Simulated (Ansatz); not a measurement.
# Ta2C monolayer: phonons and vibrational spectra, part 2 of 2

Aim: the phonons of Ta2C monolayer at a cell relaxed beforehand at this level. After the zone centre comes a 6×6×1 q mesh on a 18×18×1 k mesh.

Ansatz 0.2.0; DFT LDA, scalar-relativistic, plane waves, PAW.

So far. Step 2 (Modes at Γ): Before it was imposed, the acoustic sum rule was missed by 6.7e-5 eV/Å². Small misses are needed for a sound result but don't prove that mesh and cutoff are converged. The lowest optical mode is real, 129 cm⁻¹.

## 3. Phonons on a q mesh (continued)

Frequencies (cm⁻¹) solved at each irreducible wavevector; negative means imaginary. Frequencies by wavevector, by row:

```tsv
q in reciprocal lattice units	star	mode 1	mode 2	mode 3	mode 4	mode 5	mode 6	mode 7	mode 8	mode 9
0 0 0	1	0	0	0	129	129	206.4	628.6	692.2	692.2
0 0.1667 0	6	34.7	58.8	106.6	130.1	134.2	200.3	639.5	691.8	709.6
0 0.3333 0	6	95.9	119.4	140.8	144.6	165.9	198.1	634.5	692.4	727
0 -0.5 0	3	116	146.8	148.1	150.5	175.2	200.4	624.3	714.7	731.3
0.1667 0.1667 0	6	75.9	109.8	131.1	151.1	152.2	197.5	643.9	702	715.2
0.1667 0.3333 0	12	113.7	138.4	143.6	159.8	173.2	197.5	642.9	712.3	727.2
0.3333 0.3333 0	2	110.2	140.4	140.4	172.2	172.2	188.5	663.4	712.5	712.5
```

Interpolated from a 6×6×1 q mesh. The phonon branches at the labelled points (cm⁻¹):

```tsv
point	branch 1	branch 2	branch 3	branch 4	branch 5	branch 6	branch 7	branch 8	branch 9
Γ	0	0	0	129	129	206	629	692	692
halfway	68	90	132	137	149	198	641	688	720
M	116	147	148	150	175	200	624	715	731
halfway	118	139	147	160	176	196	644	721	721
K	110	140	140	172	172	188	663	712	712
halfway	76	110	131	151	152	198	644	702	715
Γ	0	0	0	129	129	206	629	692	692
```

The phonon branches as a text plot (rows in cm⁻¹):

```
    716 |     ***********************************************
    686 |***************                              ***********
    655 |       ****               ************************
    625 |*******    ***************                        ******
    594 |
    564 |
    533 |
    503 |
    472 |
    442 |
    411 |
    381 |
    350 |
    320 |
    289 |
    259 |
    229 |
    198 |********************************************************
    168 |           ********************************
    137 |********************************************************
    107 |     ****  **********************************   **
     76 |   **  ******                              *********
     46 | ********                                    **********
     15 |*******                                           ******
         Γ                   M           K                      Γ
```

Tetrahedra on a 24×24×1 mesh, mean over bins of 10 cm-1. Interpolated from a 6×6×1 q mesh. Table of phonon density of states by wavenumber; read off at these points:

```tsv
wavenumber (cm⁻¹)	phonon density of states (1/cm⁻¹/cell)
5	0.00267
35	0.00603
75	0.0108
105	0.0231
115	0.0482
145	0.0960
175	0.0471
195	0.0844
215	0
245	0
285	0
315	0
355	0
385	0
425	0
455	0
495	0
525	0
565	0
595	0
635	0.0362
665	0.00208
705	0.0321
715	0.0595
735	0.00618
```

The partial phonon density of states has structure finer than the step of the table below, so its rows give means over 20 cm⁻¹, whole bins alone (the curve runs from -10 to 763 cm⁻¹). Peaks (cm⁻¹: height): C 641.6: 0.0420, 714.6: 0.0532; Ta 140.8: 0.0972, 199.1: 0.0651.

Phonopy on the run's constants, 21x21x1 mesh, Gaussian sigma 5.5 cm-1. Interpolated from a 6×6×1 q mesh. Table of partial phonon density of states by wavenumber; means over each step; values in 1/cm⁻¹/cell:

```tsv
wavenumber (cm⁻¹)	C	Ta
0	5.3e-5	0.00153
20	1.5e-4	0.00429
40	2.2e-4	0.00629
60	2.9e-4	0.00856
80	3.8e-4	0.0115
100	7.1e-4	0.0216
120	7.9e-4	0.0407
140	3.6e-4	0.0829
160	5.7e-4	0.0473
180	3.5e-4	0.0269
200	5.7e-5	0.0426
220	1.8e-6	0.00183
240	0	0
260	0	0
280	0	0
300	0	0
320	0	0
340	0	0
360	0	0
380	0	0
400	0	0
420	0	0
440	0	0
460	0	0
480	0	0
500	0	0
520	0	0
540	0	0
560	0	0
580	0	0
600	2.0e-5	6.0e-7
620	0.00736	2.7e-4
640	0.0330	0.00130
660	0.00761	3.2e-4
680	0.00714	1.6e-4
700	0.0333	7.1e-4
720	0.0484	9.8e-4
740	0.00918	1.8e-4
```

Harmonic thermodynamic functions per atom, from the density of states. Interpolated from a 6×6×1 q mesh. Thermodynamic functions, by row:

```tsv
T (K)	F_vib (meV/atom)	S (J/mol-atom/K)	C_V (J/mol-atom/K)
0	60.09	0	0
100	56.65	8.787	11.86
200	42.1	18.69	16.65
300	18.77	26.03	19.56
400	-11.36	31.93	21.35
500	-47.06	36.81	22.43
600	-87.42	40.97	23.1
700	-131.8	44.56	23.54
800	-179.7	47.73	23.85
900	-230.6	50.55	24.06
1000	-284.3	53.09	24.22
```

Symmetry leaves 7 wavevectors to solve. The lowest mode among them, the acoustic zeros apart, lies at q = (0, 0.167, 0) and is real, 34.7 cm⁻¹.

## 4. Another isotope

An isotope changes the mass and not the force constants, so no new electronic calculation is needed; the shifts show which modes move this element.

The same force constants with the mass of C changed from 12.011 to 13.003 u (phonopy, no LO-TO term). Both lists are sorted by frequency; levels can cross, so a row need not hold one and the same mode. Modes under 3 cm⁻¹ are left out. Isotope shifts, by row:

```tsv
q	rank	natural mass (cm⁻¹)	changed mass (cm⁻¹)
0 0 0	4	129	129
0 0 0	5	129	129
0 0 0	6	206.4	206.4
0 0 0	7	628.6	604.9
0 0 0	8	692.2	666.1
0 0 0	9	692.2	666.1
0 0.1667 0	1	34.74	34.69
0 0.1667 0	2	58.76	58.69
0 0.1667 0	3	106.6	106.5
0 0.1667 0	4	130.1	130.1
0 0.1667 0	5	134.2	134.2
0 0.1667 0	6	200.3	200.3
0 0.1667 0	7	639.5	615.6
0 0.1667 0	8	691.8	665.6
0 0.1667 0	9	709.6	682.8
0 0.3333 0	1	95.92	95.78
0 0.3333 0	2	119.4	119.3
0 0.3333 0	3	140.8	140.7
0 0.3333 0	4	144.6	144.6
0 0.3333 0	5	165.9	165.8
0 0.3333 0	6	198.1	198
0 0.3333 0	7	634.5	610.7
0 0.3333 0	8	692.4	665.9
0 0.3333 0	9	727	699.4
0 -0.5 0	1	116	115.9
0 -0.5 0	2	146.8	146.8
0 -0.5 0	3	148.1	147.9
0 -0.5 0	4	150.5	150.5
0 -0.5 0	5	175.2	175.1
0 -0.5 0	6	200.4	200.4
0 -0.5 0	7	624.3	600.8
0 -0.5 0	8	714.7	687.4
0 -0.5 0	9	731.3	703.5
```

A mode of this element alone would shift by -3.89 %. The highest zone-centre frequency without the field goes from 692.2 to 666.1 cm⁻¹ (-3.8 %). The product of the frequency ratios over all optical modes at Γ is 0.891; the product rule, (m/m′)^(3k/2) (M′/M)^(3/2) with k = 1 such atoms and M the mass of the cell, gives 0.891.

## 5. What came out

```yaml
space_group_within_0p01_a: P-3m1
area_per_atom: 2.67 Å²
electronic_character: no gap on this mesh
highest_optical_mode_at_the_zone_centre_no_lo_to_term: 692 cm⁻¹
lowest_optical_zone_centre_mode: 129 cm⁻¹
lowest_mode_on_the_q_mesh_acoustic_modes_at_gamma_apart: 34.7 cm⁻¹
highest_frequency_on_the_path_or_at_a_solved_wavevector: 731 cm⁻¹
zero_point_energy_per_atom: 60.1 meV
heat_capacity_at_300_k: 19.6 J/(mol atoms K)
vibrational_entropy_at_300_k: 26.0 J/(mol atoms K)
imaginary_modes_on_the_6x6x1_q_mesh: none
```

In words: The structure is a minimum as far as tested: no mode is imaginary at the 7 irreducible wavevectors of the 6×6×1 mesh, and the softest away from the acoustic zeros lies at 35 cm⁻¹. The optical modes at Γ span 129 to 692 cm⁻¹. The highest mode in this list at Γ, 692.2 cm⁻¹, is mostly motion of C (97 % of the kinetic energy). On the path and the mesh, the widest gap between branches runs from 206 to 624 cm⁻¹. With no gap, or one that is small against the smearing, the frequencies hang on the k mesh and the smearing, most of all near Kohn anomalies. In a sheet or slab the interpolated bending branch near Γ is rough, since the rotational sum rule isn't imposed. Spin-orbit coupling is left out, which can matter for the heavy elements here. A phonon run warned that its eigensolver left some bands unconverged in a pass. The starting cell was built on a prototype and not taken from a measurement. These are harmonic frequencies at zero temperature: anharmonic shifts, linewidths and thermal expansion are left out.

[Logs are printed without paths, hosts, clocks, repeated set-up lines and the standing remarks that a program may print on its own settings, such as how far it seeks lower states.]

[Hosts, paths, dates, database ids (printed as entryN), source tags and the programs' standing remarks are cut or masked in the printed files.]
